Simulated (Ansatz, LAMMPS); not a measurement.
# Structural relaxation of free surface of ionic liquid Pyr13+ acetate, from a frame at 300 K (136 atoms), part 2 of 2

How does free surface of ionic liquid Pyr13+ acetate, from a frame at 300 K (136 atoms) relax, and what do bonds, charges and levels look like afterwards?

Ansatz 0.2.0; Kohn-Sham DFT, PBE+D4, PAW (set soft_2), plane waves.

The cell: 40 C, 4 N, 84 H and 8 O. The network of contacts between molecules at the start is that of the classical potential that made the cell. Only the Γ point is sampled, in a cell whose shortest periodic width is 11 Å.

So far. Step 4 (Relaxation): The relaxation changed the energy by -45.7 meV/atom, and atoms moved by 1.5 Å r.m.s., 3.3 Å at most.

## Step 6: Single point at the relaxed geometry

The electronic structure is read at the final geometry, in a run of its own.

input.yaml reads:

```yaml
crystal:
  lattice:
    - [10.52695, 0.0, 0.0]
    - [0.0, 10.52695, 0.0]
    - [0.0, 0.0, 23.14739]
  atoms:
    - { symbol: C, position: [0.75003, 0.90688, 0.70648] }
    - { symbol: C, position: [0.7427, 0.86306, 0.64355] }
    - { symbol: C, position: [0.8523, 0.92011, 0.6095] }
    - { symbol: "N", position: [0.86239, 0.87715, 0.54716] }
    - { symbol: C, position: [0.96371, 0.95582, 0.51884] }
    - { symbol: C, position: [0.73624, 0.89183, 0.51447] }
    - { symbol: C, position: [0.68549, 0.75789, 0.50713] }
    - { symbol: C, position: [0.80658, 0.67928, 0.49867] }
    - { symbol: C, position: [0.89683, 0.73586, 0.54297] }
    - { symbol: H, position: [0.83736, 0.87307, 0.72749] }
    - { symbol: H, position: [0.74877, 0.01102, 0.70945] }
    - { symbol: H, position: [0.66883, 0.87068, 0.73123] }
    - { symbol: H, position: [0.65129, 0.89254, 0.62476] }
    - { symbol: H, position: [0.74487, 0.75854, 0.64225] }
    - { symbol: H, position: [0.94448, 0.89601, 0.62903] }
    - { symbol: H, position: [0.84269, 0.02414, 0.6075] }
    - { symbol: H, position: [0.9689, 0.92853, 0.47315] }
    - { symbol: H, position: [0.93501, 0.05551, 0.52325] }
    - { symbol: H, position: [0.05443, 0.93753, 0.54077] }
    - { symbol: H, position: [0.76, 0.93077, 0.47203] }
    - { symbol: H, position: [0.67471, 0.95795, 0.53777] }
    - { symbol: H, position: [0.622, 0.75355, 0.46969] }
    - { symbol: H, position: [0.63216, 0.72658, 0.54534] }
    - { symbol: H, position: [0.84378, 0.69335, 0.4548] }
    - { symbol: H, position: [0.79119, 0.57731, 0.50652] }
    - { symbol: H, position: [0.99823, 0.72936, 0.53289] }
    - { symbol: H, position: [0.88127, 0.6941, 0.58571] }
    - { symbol: C, position: [0.05395, 0.45073, 0.42583] }
    - { symbol: C, position: [0.97689, 0.32959, 0.41583] }
    - { symbol: C, position: [0.84256, 0.36316, 0.39696] }
    - { symbol: "N", position: [0.76238, 0.25174, 0.37752] }
    - { symbol: C, position: [0.74622, 0.1589, 0.4259] }
    [... 98 atom lines left out ...]
    - { symbol: C, position: [0.28943, 0.32997, 0.33843] }
    - { symbol: O, position: [0.35383, 0.43128, 0.34044] }
    - { symbol: O, position: [0.29213, 0.23974, 0.37472] }
    - { symbol: H, position: [0.25246, 0.32667, 0.24582] }
    - { symbol: H, position: [0.12778, 0.39159, 0.2872] }
    - { symbol: H, position: [0.15075, 0.22302, 0.28627] }
kpoints:
  mp_grid: { grid: [1, 1, 1] }
hamiltonian:
  xc: pbe
  dispersion: d4
scf:
  occupations: { method: fixed }
output:
  forces: true
  populations: intrinsic
  dos:
    method: { smearing: { sigma: 0.08 } }
    de: 0.1
    projected: { site_lists: { C: [C], H: [H], "N": ["N"], O: [O] } }
  eigenvalues: true
  write_density: true
  write_potential: true
  volumetric_format: npy
  elf: true
```

The run is started by

```console
$ ansatz run input.yaml --threads 4 --pin off --max-ram 8192MiB --backend cpu --events-out ev --progress --plain --runs-dir out
```

Elapsed: 31 s, on 4 threads of Arm Neoverse V1, shared host; peak memory 2.5 GiB.

The program notes that the exchange-correlation potential is rough where the density is thin.

Read from the output:

```yaml
free_energy: -17465.4274 eV
free_energy_per_atom: -128.4223 eV/atom
scf_cycles: 9
r_m_s_force_component: 0.00529 eV/Å
longest_force: 0.03733 eV/Å
fermi_energy: -1.912 eV
spacing_of_highest_filled_and_lowest_empty_level: 3.278 eV
```

Intrinsic-atomic-orbital charges by element and coordination:

```
element  coordination  atoms  mean charge (e)  spread   least    most
      C           all     40           -0.271   0.286  -0.615   0.506
      C             3      4            0.506  4.0e-4   0.505   0.506
      C             4     36           -0.358   0.127  -0.615  -0.221
      H           all     84            0.186  0.0145   0.157   0.218
      N           all      4           0.0878  0.0018  0.0854  0.0901
      O           all      8           -0.638  0.0061  -0.643  -0.624
```

Density of states as counts of states in windows of 1 eV (from the Fermi level), total and the larger projections:

```
from (eV)  to (eV)  total   C p   H s   O p  C s  N p
      -14      -13    8.5   0.9   2.1   0.0  3.9  1.4
      -13      -12   16.0   2.4   4.3   0.1  7.6  0.9
      -12      -11    0.5   0.1   0.1   0.0  0.2  0.0
      -11      -10   17.3   5.3   4.8   0.0  5.3  1.2
      -10       -9    6.2   2.0   2.0   0.0  1.8  0.2
       -9       -8   16.0   8.8   3.4   0.1  0.9  2.4
       -8       -7   22.2  11.3   4.7   1.8  1.5  1.5
       -7       -6   25.4  15.7   6.6   0.7  0.5  1.1
       -6       -5   44.2  24.1  10.2   6.2  0.3  1.3
       -5       -4   46.8  29.0  11.9   2.7  0.3  2.0
       -4       -3   37.4  19.7  11.4   5.0  0.1  0.5
       -3       -2    0.0   0.0   0.0   0.0  0.0  0.0
       -2       -1    5.1   0.1   0.0   5.0  0.0  0.0
       -1        0   18.3   1.6   0.3  15.9  0.3  0.0
        0        1    0.6   0.0   0.0   0.5  0.0  0.0
        1        3    0.0   0.0   0.0   0.0  0.0  0.0
        3        4    5.8   0.4   1.6   0.0  0.7  0.0
        4        5   32.0   4.7   7.7   1.3  2.6  0.2
```

The curve was stored every 0.100 eV, coarse against its broadening of 0.08 eV, so these counts are rough.

With fixed occupations the program's Fermi level is the highest filled level; weight inside the gap is the broadening of levels at its edges.

Between -21 and -14 eV lie 48 more states.

The levels nearest the highest filled one (over half full), pooled over k-points and spins:

```
level less the highest filled one (eV)  occupation
                                -0.456           2
                                -0.296           2
                                -0.270           2
                                -0.241           2
                                -0.149           2
                                     0           2
                                  3.28           0
                                  3.38           0
                                  4.01           0
                                  4.08           0
                                  4.25           0
                                  4.35           0
```

Planar average of the electrostatic potential energy along the normal, with the Fermi level as zero, after a running mean with a triangular window 4 Å wide at its base:

```
height (Å)  potential energy (eV)
       0.0                   4.23
       0.7                   4.21
       1.3                   4.20
       2.0                   4.19
       2.6                   4.16
       3.3                   4.05
       3.9                   3.86
       4.6                   3.38
       5.2                   2.73
       5.9                   1.71
       6.5                   0.67
       7.2                  -0.39
       8.0                  -1.09
       8.5                  -1.15
       9.3                  -0.71
       9.8                  -0.33
      10.6                   0.00
      11.1                  -0.24
      11.9                  -0.77
      12.4                  -1.07
      13.2                  -0.83
      13.7                  -0.17
      14.5                   0.81
      15.0                   1.49
      15.8                   2.23
      16.5                   2.92
      17.1                   3.46
      17.8                   3.95
      18.4                   4.17
      19.1                   4.28
      19.7                   4.29
      20.4                   4.28
      21.0                   4.27
      21.7                   4.25
      22.3                   4.24
      23.0                   4.23
```

ELF in the cb plane at fractional x = 0.356, with atoms of N and H and C and O within 0.2 Å of it. It is the smooth field of the valence electrons, not physical close to the nuclei.

Ten even steps from '0' (0.00 × 1e-1) to '9' (9.98 × 1e-1), each cell a mean:
```
11100158866766762000366664200132100000000000
67752014655556652000245765423687510000000000
89997214886212220000024425766887520000000000
89999325666200000000014448964775310000000000
48997225776200000000013457732663100000000000
02442014786100000000001123556763100000000000
00000013565200000001210001355543100000000000
00000016898410000038986100123221000000000000
00000017999610000049999500000000000000000000
00000003788300453137998410000000000000000000
00000011111005998335665310000000000000000000
00001467653007999655567520000000000000000000
00003788787304898533688643200000000000000000
00002686478400233311366555200244200000000000
21000367674100013322476421015898500000000000
43100256631000477446667410169999500000000000
43200145434421698446416521389998200000000000
21100124567851486215766423568873000000000000
00000013578861021002442114666531000100000000
00000001466520000025541004899620024431000000
00000000011001210058982004999510146652000000
00000245410026750038861001476200035531000000
00001799972147751002211110000000001100000000
00000599985555652000135542000000000000000000
```
Columns run along c (16.0 Å, from fractional 0.22 to 0.91 of the cell), rows up along b (10.5 Å). Atoms in or near the plane, at fractional coordinates: N at (0.55, 0.31), H at (0.67, 0.31), H at (0.45, 0.51), H at (0.54, 0.63), H at (0.36, 0.63), H at (0.34, 0.03), C at (0.65, 0.81), C at (0.59, 0.88), O at (0.34, 0.43).

Valence density in the cb plane at fractional x = 0.356, with atoms of N and H and C and O within 0.2 Å of it. It is the smooth field of the valence electrons, not physical close to the nuclei.

Ten steps, logarithmic in the rise over the least value, from '0' (0.0 e/Å³) to '9' (6.9 e/Å³), each cell a mean:
```
00000000000000000135666566653101235553210000
00000000000000111124566555542101135665422221
00000000000001233224675433321100135676554432
00000000000001344335786421110000124566666642
00000000000001233335776421100000012345677642
00000000000000111224665321100000001123456542
00000000000000000124565321000000010001234321
00000000000000000123565310000001332100111110
00000000000000000013565310000013564200000000
00000000000000000012343100111124675310000000
00000000000000000011221101344335665420000000
00000000000000000134542112465445676421000000
00000000000000001258874211344444566532100000
00000000000000001369985211123333456532100000
00000000000000001257874210123333566432111110
00000000000000001245653211234445787532234531
00000000000000001134444322344446887532346642
00000000000000000123456532233335776433466642
00000000000000000012356532111123454323566531
00000000000000000001233321000123432123566421
00000000000000000000111111110013432112455311
00000000000000000012211123321012331101122100
00000000000000000124542234431001221111000000
00000000000000000136764456642100123332100000
```
Columns run along c (16.0 Å, from fractional 0.03 to 0.72 of the cell), rows up along b (10.5 Å). Atoms in or near the plane, at fractional coordinates: N at (0.55, 0.31), H at (0.67, 0.31), H at (0.45, 0.51), H at (0.54, 0.63), H at (0.36, 0.63), H at (0.34, 0.03), C at (0.65, 0.81), C at (0.59, 0.88), O at (0.34, 0.43).

Mean intrinsic-atomic-orbital charges: C -0.27, H +0.19, N +0.09, O -0.64 e. The potential slopes across the vacuum by 0.018 eV/Å: the slab bears a dipole, and with periodic images along the normal there is no flat vacuum level to read.

Local excerpt of 13 atoms (numbers count through the whole input) about H122, picked at random; x, y, z are measured from there.

```
atom      x      y      z  distance (Å)  bonds  intrinsic-atomic-orbital charge (e)
H122   0.00   0.00   0.00          0.00      1                                 0.17
C116  -0.46  -0.71  -0.70          1.10      4                                -0.61
H120   0.29  -1.51  -0.88          1.77      1                                 0.17
H121  -1.34  -1.17  -0.24          1.80      1                                 0.18
C117  -0.79  -0.03  -2.04          2.19      3                                 0.51
 H66   1.31   2.19  -0.34          2.57      1                                 0.18
O119   0.08   0.75  -2.51          2.62      1                                -0.64
 H13   2.46   0.15  -1.34          2.81      1                                 0.18
 H12   2.65  -0.08   1.13          2.88      1                                 0.19
 H65   0.51   2.85   1.11          3.10      1                                 0.18
O118  -1.92  -0.31  -2.56          3.21      1                                -0.64
 H67  -0.98   2.93  -0.90          3.22      1                                 0.18
 C55   0.91   3.10   0.12          3.23      4                                -0.52
```

The column of bonds counts only the pairs H-C within 1.34 Å, C-C within 1.85 Å, C-O within 1.68 Å, C-N within 1.79 Å; other neighbours, such as metal atoms beside each other in a compound, aren't counted, and periodic images can show an atom twice.

## Step 7: A changed input

The input is spoilt on purpose; the run shows how that looks.

input.yaml, the sections that differ from step 6:

```yaml
crystal:
  lattice:
    - [10.52695, 0.0, 0.0]
    - [0.0, 10.52695, 0.0]
    - [0.0, 0.0, 23.14739]
  atoms:
    [... the 136 atom lines of step 3 ...]
scf:
  occupations: { method: fixed }
  max_iter: 100
output:
  forces: true
basis:
  ecutwfc: "80 eV"
# kpoints, hamiltonian: as in step 6
```

Wall time 6 s (4 threads); peak memory 0.44 GiB; 22 s of CPU time.

The program notes that the cutoff lies under the one recommended for these potentials.

The SCF closed, but on a changed input, so its numbers are not taken as the system's.

The fault in the input: a cutoff far too low (basis.ecutwfc = "80 eV"). The fix is to take out basis.ecutwfc.

Against the single point at the start:

| Quantity | Value |
| --- | --- |
| r.m.s. difference of force components | 5454 meV/Å |
| longest difference of force vectors | 33500 meV/Å |
| force difference over r.m.s. force | 672.4 % |

## Step 8: Results

```json
{
 "energy change in the relaxation": "-45.72 meV/atom",
 "r.m.s. displacement": "1.494 Å",
 "largest displacement": "3.269 Å",
 "free energy per atom": "-128.4223 eV/atom",
 "r.m.s. force component": "0.00529 eV/Å",
 "gap (highest filled to lowest empty level)": "3.278 eV",
 "wall time of the 4 DFT runs": "15 min"
}
```

Relaxation lowers the energy by 45.7 meV/atom and moves atoms by 1.5 Å r.m.s.; the r.m.s. force component goes from 0.81 to 0.0053 eV/Å, and the gap from 2.93 to 3.28 eV. By the final cutoffs no bond was broken or made. From the first step to the last the energy fell by 6.218 eV, and the largest move was 3.27 Å (H22). The C-N bonds go from 1.505 Å (spread 0.036) to 1.521 Å (spread 0.017). Counting bonds as in the table, 90 % of C atoms have 4, all H atoms have 1, all N atoms have 4 and all O atoms have 1 bonded neighbour. The highest filled and lowest empty levels differ by 3.28 eV (at Γ alone); a semilocal functional tends to put such gaps too low.

**Limits.** The network of contacts between molecules at the start is that of the classical potential that made the cell; in DFT atoms moved by 1.5 Å r.m.s. The slab bears a dipole and has periodic images along its normal, so a spurious field crosses the vacuum.

[Logs are printed without paths, hosts, clocks, repeated set-up lines and the standing remarks that a program may print on its own settings, such as how far it seeks lower states.]

[Hosts, paths, dates, database ids (printed as entryN), source tags and the programs' standing remarks are cut or masked in the printed files.]
